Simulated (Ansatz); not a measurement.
## YPO4 (I4_1/amd): the gap up the ladder of methods

Wanted: a ladder of band gaps for YPO4 (I4_1/amd), from density functionals to G0W0.

Calculated with Ansatz 0.2.0; density functionals, hybrids and G0W0, plane waves, PAW.

The database entry behind the starting cell differs from later determinations by our own check (impure mineral, about 0.2 % long), so it need not match the best structure at ambient conditions.

## (1) Starting point

It takes space group I4_1/amd (No. 141, tetragonal). The conventional cell has a = 6.895 Å, b = 6.895 Å, c = 6.028 Å, α = 90.00°, β = 90.00°, γ = 90.00°. Y has 8 O at 2.31 to 2.38 Å nearest. Nearest to P lie 4 O at 1.54 Å. Nearest to O lie 1 P at 1.54 Å and 2 Y at 2.31 to 2.38 Å. Farther neighbours and most contacts between anions are not listed.

The cell and positions come from the Crystallography Open Database and are kept as given unless a step says otherwise. The default PAW set here is soft_2. Its files were made with PBE.

## (2) LDA on the 6×6×6 mesh

This step: DFT, LDA, plane waves, PAW.

Contents of input.yaml:

```yaml
crystal:
  lattice:
    - [-3.44735, 3.44735, 3.0138]
    - [3.44735, -3.44735, 3.0138]
    - [3.44735, 3.44735, -3.0138]
  atoms:
    - { symbol: "Y", position: [0.75, 0.25, 0.5] }
    - { symbol: "Y", position: [0.0, 0.0, 0.0] }
    - { symbol: P, position: [0.5, 0.5, 0.0] }
    - { symbol: P, position: [0.25, 0.75, 0.5] }
    - { symbol: O, position: [0.1661, 0.3408, 0.8253] }
    - { symbol: O, position: [0.0908, 0.7655, 0.6747] }
    - { symbol: O, position: [0.5155, 0.3408, 0.1747] }
    - { symbol: O, position: [0.0908, 0.4161, 0.3253] }
    - { symbol: O, position: [0.5839, 0.9092, 0.6747] }
    - { symbol: O, position: [0.6592, 0.8339, 0.1747] }
    - { symbol: O, position: [0.2345, 0.9092, 0.3253] }
    - { symbol: O, position: [0.6592, 0.4845, 0.8253] }
kpoints:
  mp_grid: { grid: [6, 6, 6] }
  band_path:
    path:
      - [0.0, 0.0, 0.0]
      - [0.0, 0.0, 0.5]
      - [-0.5, 0.5, 0.5]
      - [0.44107247, 0.44107247, -0.44107247]
      - [-0.44107247, 0.55892753, 0.44107247]
      - [0.25, 0.25, 0.25]
      - [0.0, 0.5, 0.0]
      - [0.0, 0.0, 0.35]
      - [0.0, 0.0, 0.1666666667]
    npoints: 1
hamiltonian:
  xc: lda
scf:
  occupations: { method: fixed }
  n_extra_bands: 8
output:
  eigenvalues: true
  forces: true
  stress: true
```

Run with:

```bash
$ ansatz run input.yaml --threads 24 --pin off --max-ram 82944MiB --backend cuda --events-out ev --progress --plain --runs-dir out --devices 1 --max-vram 78GiB
```

Numbers of over 12 decimals in the logs are rounded to 6 here.

The program printed:

```text
scf.n_extra_bands = 8 over 40 filled bands (N_el = 80.0): the run solves 48 bands
GPUs: using 1 of 1 available (devices: 1).
Engine: ansatz 0.2.0, aarch64-unknown-linux-gnu
Pseudopotentials: kind: paw
Pseudopotential: Y, paw, valence charge 11, recommended cutoff 420 eV (normal), Y.paw.azcp
Pseudopotential: P, paw, valence charge 5, recommended cutoff 420 eV (normal), P.paw.azcp
Pseudopotential: O, paw, valence charge 6, recommended cutoff 420 eV (normal), O.paw.azcp
Functional definition: SPW92
  exchange = slater_x
  correlation = pw_c
device memory: the entry about to start is reckoned to put 2.9 GiB on a device that reports 172.2 GiB free (of which the cap on the GPU budget leaves the run 78.0 GiB)
GPU FFT provider: cuFFT
GPU libraries: cuBLAS 13.8.1, cuFFT 12.4.0, cuSOLVER 12.3.2
GPU matrix products: emulated (plane waves: as basis.precision tells), large ones in fixed point in workspaces of 1.00 GiB
Crystal: 12 atoms, lattice volume = 143.267 Å³
Basis set: ecut = 420 eV, 2783 PW (Γ)
Bands: 48, of which v1, the nominal top of the filled ones, is band 40 counted from 1 (39 counted from 0)
Symmetry: 16 space group operations
Space group: I41/amd (ITA 141), of the structure as read, at distance tolerance 5.2e-5 Å
k-points: 30 of 216
Non-local potential: Y, projectors of the file, l = 0: 3, l = 1: 2, l = 2: 2, l = 3: 1
Non-local potential: P, projectors of the file, l = 0: 2, l = 1: 2, l = 2: 2
Non-local potential: O, projectors of the file, l = 0: 2, l = 1: 2, l = 2: 1
PAW form: soft (Blöchl's): semilocal exchange-correlation on the pseudo side does not see the compensation charge
PAW frozen core: Y, regenerated for the run's functional, and the local potential with it (the file was generated under x = pbe(κ = 0.804, μ = 0.219515), c = pbe(β = 0.066725))
PAW frozen core: P, regenerated for the run's functional, and the local potential with it (the file was generated under x = pbe(κ = 0.804, μ = 0.219515), c = pbe(β = 0.066725))
PAW frozen core: O, regenerated for the run's functional, and the local potential with it (the file was generated under x = pbe(κ = 0.804, μ = 0.219515), c = pbe(β = 0.066725))
PAW one-centre angular grid: Y, 590 points (default); XC on 64 Gauss nodes
PAW one-centre angular grid: P, 110 points (default); XC on 64 Gauss nodes
PAW one-centre angular grid: O, 110 points (default); XC on 64 Gauss nodes
Initial density: superposition of atomic densities (neutral atoms: chi_scale 0, normalization atom), corrected by the library's trained network
Initial wavefunctions: pseudopotential atomic-orbital guess
GPU buffer pool allocated for 64000 grid points (all kernels)
GPU transforms: local potential and band sums: pruned to the plane-wave sphere, on 40×40×40
Functional: x = slater, c = lda
SCF iter   1: F=—  HF=-13402.802383 eV  |F-HF|=—  |Δ(HF+E_count)|=         —  Δρ=1.54e-2  dr2=2.89e-1  ethr=1.77e-3  ⟨swp⟩=5.6  Hψ=5869  notcnv=0  defer=167
preconditioner: auto → Resta (q_TF=auto, 2.476 Å⁻¹)  ε∞=3.9  [insulator: Δε(μ)=5.557 eV  Ē_g=15.823 eV  n_scr=42 (ndim 8)  ℏωp=27.0 eV  f_vac=0.038  ε∞_Penn≈3.9]
SCF iter   2: F=—  HF=-13402.725770 eV  |F-HF|=—  |Δ(HF+E_count)|=   7.66e-2  Δρ=4.08e-3  dr2=9.19e-3  ethr=3.61e-4  ⟨swp⟩=2.7  Hψ=2506  notcnv=0  defer=179
SCF iter   3: F=—  HF=-13402.724152 eV  |F-HF|=—  |Δ(HF+E_count)|=   1.62e-3  Δρ=2.04e-3  dr2=3.30e-3  ethr=1.15e-5  ⟨swp⟩=3.1  Hψ=2198  notcnv=0  defer=179
SCF iter   4: F=—  HF=-13402.723368 eV  |F-HF|=—  |Δ(HF+E_count)|=   7.84e-4  Δρ=1.82e-4  dr2=4.46e-5  ethr=4.12e-6  ⟨swp⟩=2.7  Hψ=2424  notcnv=0  defer=179
SCF iter   5: F=—  HF=-13402.723278 eV  |F-HF|=—  |Δ(HF+E_count)|=   9.03e-5  Δρ=3.95e-5  dr2=2.93e-6  ethr=5.57e-8  ⟨swp⟩=2.6  Hψ=2477  notcnv=0  defer=175
SCF iter   6: F=—  HF=-13402.723278 eV  |F-HF|=—  |Δ(HF+E_count)|=   3.10e-7  Δρ=9.42e-6  dr2=1.28e-7  ethr=3.67e-9  ⟨swp⟩=2.3  Hψ=2142  notcnv=0  defer=175
SCF iter   7: F=-13402.723278 eV  HF=-13402.723278 eV  |F-HF|=1.11e-9  |Δ(HF+E_count)|=   1.82e-8  Δρ=1.69e-6  dr2=3.18e-9  ethr=1.25e-10  ⟨swp⟩=17.4  Hψ=8260  notcnv=0
SCF 1 converged in 7 iterations: F = -13402.723278 eV  dr2 = 3.18e-9
[...]
device memory: the entry about to start is reckoned to put 7.4 GiB on a device that reports 172.1 GiB free (of which the cap on the GPU budget leaves the run 78.0 GiB)
NSCF: frozen V_eff on 9 k-points
SCF converged after 7 iterations
Free energy (F): -13402.723278 eV
Harris-Foulkes:  -13402.723278 eV  (|F-HF|=1.11e-9)
Internal energy: -13402.723278 eV  (E = F + TS)
E sigma→0 (E₀):  -13402.723278 eV
Fermi energy:    6.416248 eV
--- Per-component energies (eV) ---
  E_band       = -318.048704
  E_kinetic    = 2182.351066
  E_local      = -4263.788993  (includes V_loc(G=0)·N_el)
  E_nonlocal   = 570.393351
  E_hartree    = 1449.240982
  E_xc         = -1054.450022
  E_vxc        = -1276.162567  (∫ρ·V_xc dr)
  E_paw        = -7710.258103  (= ΣΔE_a)
  E_vpaw       = -429.344408  (= ΣTr[D̂ρ^β])
  E_aug_tail   = 0.020632  (compensation charges beyond the density's cutoff)
  E_ewald      = -4577.901437
  E_core_change = 1.669246  (= ΣΔE_core)
  E_smearing   = -0.000000  (= −TS)
  E_closure    = -0.000000  (closes the sum)
  Σ components = -13402.723278   (vs F -13402.723278, Δ=0.00e0)
--- Forces (eV/Å), atoms counted from 1 ---
  atom   1  Y      0.00000000    -0.00000000     0.00000000
  atom   2  Y      0.00000000    -0.00000000     0.00000000
  atom   3  P     -0.00000000     0.00000000     0.00000000
  atom   4  P      0.00000000    -0.00000000     0.00000000
  atom   5  O      0.00000000    -0.13587209    -0.23614348
  atom   6  O      0.13587209    -0.00000000    -0.23614348
  atom   7  O      0.00000000     0.13587209    -0.23614348
  atom   8  O     -0.13587209     0.00000000    -0.23614348
  atom   9  O      0.00000000     0.13587209     0.23614348
  atom  10  O      0.13587209    -0.00000000     0.23614348
  atom  11  O      0.00000000    -0.13587209     0.23614348
  atom  12  O     -0.13587209     0.00000000     0.23614348
  max |Σ_I F_I| component: 1.11e-16 eV/Å
--- Stress (GPa, compression-positive) ---
       -4.489020       0.000000       0.000000
        0.000000      -4.489020      -0.000000
       -0.000000      -0.000000      -5.477612
  P = ⅓ Tr σ = -4.8186 GPa (-48.186 kbar)
--- Band table (eV; the first three rows and the last of 30) ---
  k-point 0: bands = [... 36 lower, 5.8970, 5.8970, 5.9082, 6.4162, 12.4300, 12.4757, 13.3285, 13.5673, ... 4 higher]
  k-point 1: bands = [... 36 lower, 5.8645, 5.8777, 5.9096, 6.3271, 12.3445, 12.7177, 13.1213, 13.4868, ... 4 higher]
  k-point 2: bands = [... 36 lower, 5.7729, 5.8084, 5.9027, 6.1209, 12.2155, 12.6505, 13.2023, 13.4004, ... 4 higher]
  k-point 29: bands = [... 36 lower, 5.3613, 5.3613, 5.7195, 5.7195, 13.0697, 13.0697, 13.6277, 13.6277, ... 4 higher]
```

Elapsed: 1.8 s, on 1 × NVIDIA GB200 (shared by 2 runs) with 24 threads of Arm Neoverse V2, shared host; peak memory 1.1 GiB.

Reading the cycles: dr2 is the Hartree energy of the density residual (eV), the measure of convergence; HF is the Harris–Foulkes estimate of the energy, which meets the free energy F at convergence.

This step gave:

| Property | Result |
| --- | --- |
| pressure | -4.819 GPa |
| gap | 5.798 eV |
| valence top at | Γ |
| conduction bottom at | k = (0.000, 0.000, 0.350) |
| least direct gap | 6.014 eV |

Over mesh and listed points the gap is 5.798 eV, from k = Γ to k = (0.000, 0.000, 0.350). The least direct gap found is 6.014 eV, at k = Γ. The pressure in this cell is -5 GPa; the cell is kept.

## (3) r2SCAN on the 6×6×6 mesh

Levels along a band path and on the mesh show where this functional puts the band edges.

This step: DFT, r2SCAN, plane waves, PAW.

input.yaml, the sections that differ from step 2:

```yaml
kpoints:
  mp_grid: { grid: [6, 6, 6] }
  band_path:
    path:
      - [[0.0, 0.0, 0.0], [0.0, 0.0, 0.5], [-0.5, 0.5, 0.5], [0.0, 0.0, 0.0], [0.44107247, 0.44107247, -0.44107247]]
      - [[-0.44107247, 0.55892753, 0.44107247], [-0.5, 0.5, 0.5]]
      - [[0.0, 0.0, 0.5], [0.25, 0.25, 0.25], [0.0, 0.5, 0.0], [0.0, 0.0, 0.0]]
    npoints: 10
hamiltonian:
  xc: r2scan
scf:
  occupations: { method: fermi_dirac, width: 0.02 }
  n_extra_bands: 8
# crystal, output: as in step 2
```

The program printed:

```text
[...]
GPUs: using 1 of 1 available (devices: 1).
[...]
GPU FFT provider: cuFFT
GPU libraries: cuBLAS 13.8.1, cuFFT 12.4.0, cuSOLVER 12.3.2
[...]
Crystal: 12 atoms, lattice volume = 143.267 Å³
Basis set: ecut = 500 eV, 3683 PW (Γ), exchange–correlation on 180×180×180 points (64 copies of the dense FFT grid, shifted against one another)
Bands: 48, of which v1, the nominal top of the filled ones, is band 40 counted from 1 (39 counted from 0)
Symmetry: 16 space group operations
[...]
k-points: 30 of 216
[...]
GPU buffer pool allocated for 91125 grid points (all kernels)
[...]
SCF iter   1: F=—  HF=-13805.025945 eV  |F-HF|=—  |Δ(HF+E_count)|=         —  Δρ=9.35e-3  dr2=1.31e-1  dr2_τ=1.05e0  ethr=1.77e-3  ⟨swp⟩=10.6  Hψ=7501  notcnv=0
[...]
atom   7  O      0.00000000     0.03548062    -0.02519242
  atom   8  O     -0.03548062     0.00000000    -0.02519242
  atom   9  O      0.00000000     0.03548062     0.02519242
  atom  10  O      0.03548062    -0.00000000     0.02519242
  atom  11  O      0.00000000    -0.03548062     0.02519242
  atom  12  O     -0.03548062     0.00000000     0.02519242
  max |Σ_I F_I| component: 1.73e-17 eV/Å
--- Stress (GPa, compression-positive) ---
        0.493428       0.000000      -0.000000
        0.000000       0.493428      -0.000000
        0.000000      -0.000000       0.257789
  P = ⅓ Tr σ = 0.4149 GPa (4.149 kbar)
--- Band table (eV; the first three rows and the last of 30) ---
  k-point 0: bands = [... 36 lower, 5.8343, 5.8531, 5.8531, 6.3510, 13.1732, 13.2587, 13.9975, 14.4016, ... 4 higher]
  k-point 1: bands = [... 36 lower, 5.8189, 5.8308, 5.8393, 6.2640, 13.0580, 13.5282, 13.8155, 14.2486, ... 4 higher]
  k-point 2: bands = [... 36 lower, 5.7235, 5.7562, 5.8366, 6.0595, 12.9444, 13.3712, 13.9517, 14.1505, ... 4 higher]
  k-point 29: bands = [... 36 lower, 5.3369, 5.3369, 5.6696, 5.6696, 13.7473, 13.7473, 14.3707, 14.3707, ... 4 higher]
[key lines of the parts left out:]
SCF converged after 7 iterations
Free energy (F): -13805.296163 eV
Fermi energy:    9.641098 eV
```

Wall time 2 s (1 × NVIDIA GB200 (shared by 2 runs) with 24 threads); peak memory 1.2 GiB.

Numbers from this step:

```
pressure             : 0.4149 GPa
filled bands         : 40
gap                  : 6.593 eV
valence top at       : Γ
conduction bottom at : k = (0.000, 0.000, 0.350)
least direct gap     : 6.794 eV
```

Over mesh and path the gap is 6.593 eV, from k = Γ to k = (0.000, 0.000, 0.350). The least direct gap found is 6.794 eV, at k = (0.000, 0.000, 0.167). r2SCAN against LDA: 6.593 − 5.798 = +0.795 eV. The runs also differ in plane-wave cutoff (420 eV and 500 eV), so how much of this comes from the functional alone is not known.

## (4) r2SCAN+SOC on the 6×6×6 mesh

This run has two-component orbitals with spin-orbit coupling.

This step: DFT, r2SCAN with spin-orbit coupling, plane waves, PAW.

input.yaml, the sections that differ from step 3:

```yaml
kpoints:
  mp_grid: { grid: [6, 6, 6] }
  band_path:
    path:
      - [0.0, 0.0, 0.0]
      - [0.0, 0.0, 0.5]
      - [-0.5, 0.5, 0.5]
      - [0.44107247, 0.44107247, -0.44107247]
      - [-0.44107247, 0.55892753, 0.44107247]
      - [0.25, 0.25, 0.25]
      - [0.0, 0.5, 0.0]
      - [0.0, 0.0, 0.35]
      - [0.0, 0.0, 0.1666666667]
    npoints: 1
scf:
  occupations: { method: fixed }
  n_extra_bands: 16
magnetization:
  noncollinear: true
  spin_orbit: true
# crystal, hamiltonian, output: as in step 3
```

The program printed:

```text
[...]
GPUs: using 1 of 1 available (devices: 1).
[...]
non-collinear run that drives no moment, with spin-orbit: no starting moment large enough to seed its density (crystal.atoms[].spin), no starting occupations that ask for one, no magnetisation constraint and no magnetic field, so the semilocal B_xc is pinned to zero
concurrent solve slots: 15 of 24 are kept, ahead of what memory takes: no pass of the eigensolver takes more rounds on 15
[...]
atom   9  O      0.00000000     0.03586906     0.02551287
  atom  10  O      0.03586906    -0.00000000     0.02551287
  atom  11  O      0.00000000    -0.03586906     0.02551287
  atom  12  O     -0.03586906    -0.00000000     0.02551287
  max |Σ_I F_I| component: 1.73e-17 eV/Å
--- Stress (GPa, compression-positive) ---
        0.495345       0.000000      -0.000000
        0.000000       0.495345      -0.000000
        0.000000      -0.000000       0.260342
  P = ⅓ Tr σ = 0.4170 GPa (4.170 kbar)
--- Band table (eV; the first three rows and the last of 30) ---
[...]
[key lines of the parts left out:]
SCF converged after 8 iterations
```

Elapsed: 2.5 s, on 1 × NVIDIA GB200 (shared by 2 runs) with 24 threads; peak memory 1.4 GiB.

Numbers from this step:

| Item | Value |
| --- | --- |
| pressure | 0.4170 GPa |
| gap | 6.593 eV |
| valence top at | Γ |
| conduction bottom at | k = (0.000, 0.000, 0.350) |
| least direct gap | 6.794 eV |

Over mesh and listed points the gap is 6.593 eV, from k = Γ to k = (0.000, 0.000, 0.350). The least direct gap found is 6.794 eV, at k = (0.000, 0.000, 0.167). r2SCAN+SOC against r2SCAN: 6.593 − 6.593 = +0.000 eV, with the same mesh, set of files (read in its fully relativistic form for the spin-orbit run) and cutoff, and both edges at the same k points. The spin-orbit run sees mesh and listed points alone, so its gap is an upper bound: the coupling can move an edge off these points, and the change over the zone, its sign included where it is small, is not known.

## (5) HSE06 on the 4×4×4 mesh

HSE06 mixes in a quarter of exact exchange at short range.

This step: DFT, HSE06, plane waves, PAW.

Changes to input.yaml since step 4:

```diff
@@ -19,3 +19,3 @@
 kpoints:
-  mp_grid: { grid: [6, 6, 6] }
+  mp_grid: { grid: [4, 4, 4] }
   band_path:
@@ -33,12 +33,7 @@
 hamiltonian:
-  xc: r2scan
+  xc: hse06
 scf:
   occupations: { method: fixed }
-  n_extra_bands: 16
-magnetization:
-  noncollinear: true
-  spin_orbit: true
+  n_extra_bands: 8
 output:
   eigenvalues: true
-  forces: true
-  stress: true
```

The program printed:

```text
[...]
GPUs: using 1 of 1 available (devices: 1).
[...]
davidson cushion auto → on  (no smearing: the cushion is to keep the highest requested band from converging to the state above it; pin scf.eigensolver.cushion to override)
[...]
Crystal: 12 atoms, lattice volume = 143.267 Å³
Basis set: ecut = 420 eV, 2783 PW (Γ)
Bands: 48, of which v1, the nominal top of the filled ones, is band 40 counted from 1 (39 counted from 0)
[...]
Fermi energy:    5.522927 eV
[...]
--- Band table (eV; the first three rows and the last of 13) ---
  k-point 0: bands = [... 36 lower, 4.9847, 5.0206, 5.0206, 5.5229, 13.5732, 13.6153, 14.5245, 14.7287, ... 4 higher]
  k-point 1: bands = [... 36 lower, 4.9397, 4.9666, 4.9897, 5.3338, 13.3941, 13.9797, 14.2326, 14.5673, ... 4 higher]
  k-point 2: bands = [... 36 lower, 4.7580, 4.7580, 5.0422, 5.0422, 13.4669, 13.4669, 14.5354, 14.5354, ... 4 higher]
  k-point 12: bands = [... 36 lower, 4.4844, 4.4844, 4.8195, 4.8195, 14.2270, 14.2270, 14.7811, 14.7811, ... 4 higher]
[key lines of the parts left out:]
Free energy (F): -13770.114367 eV
```

It took 7.5 s on 1 × NVIDIA GB200 (shared by 2 runs) with 24 threads; peak memory 1.5 GiB.

Numbers from this step:

- gap: 7.829 eV
- valence top at: Γ
- conduction bottom at: k = (0.000, 0.000, 0.350)
- least direct gap: 8.049 eV
- exact-exchange fraction: 0.25

Over mesh and listed points the gap is 7.829 eV, from k = Γ to k = (0.000, 0.000, 0.350). The least direct gap found is 8.049 eV, at k = (0.000, 0.000, 0.167). On the 4×4×4 mesh alone the same run gives 7.871 eV, so that mesh misses an edge of HSE06: 7.871 − 7.829 = +0.042 eV. HSE06 against LDA: 7.829 − 5.798 = +2.031 eV. The runs also differ in mesh (6×6×6 and 4×4×4), so how much of this comes from the functional alone is not known.

## (6) PBE0 on the 4×4×4 mesh

PBE0 mixes in a quarter of exact exchange at all distances.

This step: DFT, PBE0, plane waves, PAW.

Changes to input.yaml since step 5:

```diff
@@ -33,3 +33,3 @@
 hamiltonian:
-  xc: hse06
+  xc: pbe0
 scf:
```

The program printed:

```text
[...]
GPUs: using 1 of 1 available (devices: 1).
[...]
Crystal: 12 atoms, lattice volume = 143.267 Å³
Basis set: ecut = 420 eV, 2783 PW (Γ)
Bands: 48, of which v1, the nominal top of the filled ones, is band 40 counted from 1 (39 counted from 0)
Symmetry: 16 space group operations
[...]
k-points: 13 of 64
[...]
Fermi energy:    5.118612 eV
[...]
--- Band table (eV; the first three rows and the last of 13) ---
  k-point 0: bands = [... 36 lower, 4.5794, 4.6162, 4.6162, 5.1186, 13.9272, 13.9932, 14.9111, 15.0994, ... 4 higher]
  k-point 1: bands = [... 36 lower, 4.5352, 4.5629, 4.5848, 4.9282, 13.7675, 14.3534, 14.6074, 14.9457, ... 4 higher]
  k-point 2: bands = [... 36 lower, 4.3532, 4.3532, 4.6359, 4.6359, 13.8400, 13.8400, 14.9130, 14.9130, ... 4 higher]
  k-point 12: bands = [... 36 lower, 4.0692, 4.0692, 4.4141, 4.4141, 14.6107, 14.6107, 15.1613, 15.1613, ... 4 higher]
[key lines of the parts left out:]
Free energy (F): -13770.744750 eV
```

Run time: 8.5 s. Hardware: 1 × NVIDIA GB200 (shared by 2 runs) with 24 threads; peak memory 1.3 GiB; 83 s of CPU time.

This step gave:

```yaml
gap: 8.606 eV
valence_top_at: Γ
conduction_bottom_at: k = (0.000, 0.000, 0.350)
least_direct_gap: 8.809 eV
exact_exchange_fraction: 0.25
```

Over mesh and listed points the gap is 8.606 eV, from k = Γ to k = (0.000, 0.000, 0.350). The least direct gap found is 8.809 eV, at k = Γ. On the 4×4×4 mesh alone the same run gives 8.649 eV, so that mesh misses an edge of PBE0: 8.649 − 8.606 = +0.043 eV. PBE0 against HSE06: 8.606 − 7.829 = +0.777 eV, with the same mesh, files and cutoff, and both edges at the same k points.

[end of part 1 of 2]

[Paths, hosts, dates, memory and timing lines, banners, echoed tables and standing remarks are left out of the program output.]

[Logs are printed without paths, hosts, clocks, repeated set-up lines and the standing remarks that a program may print on its own settings, such as how far it seeks lower states.]

[Runs of the session that timed out or met a known fault of the program may be left out.]

[Cells called generated may have been cut or substituted from an entry of the Crystallography Open Database or the Materials Project.]

[Hosts, paths, dates, database ids (printed as entryN), source tags and the programs' standing remarks are cut or masked in the printed files.]

[Where an RPA ε∞ is given, it is that of the G0W0 mesh and is not shown converged in it. Names of k-points follow the symmetry that the program found, which can be lower than the space group named. Band edges on a path are those of the sampled points; other points can move an edge, and change direct to indirect where valleys lie close.]

[Hybrid gaps are those of their k-mesh and are not shown converged in it.]
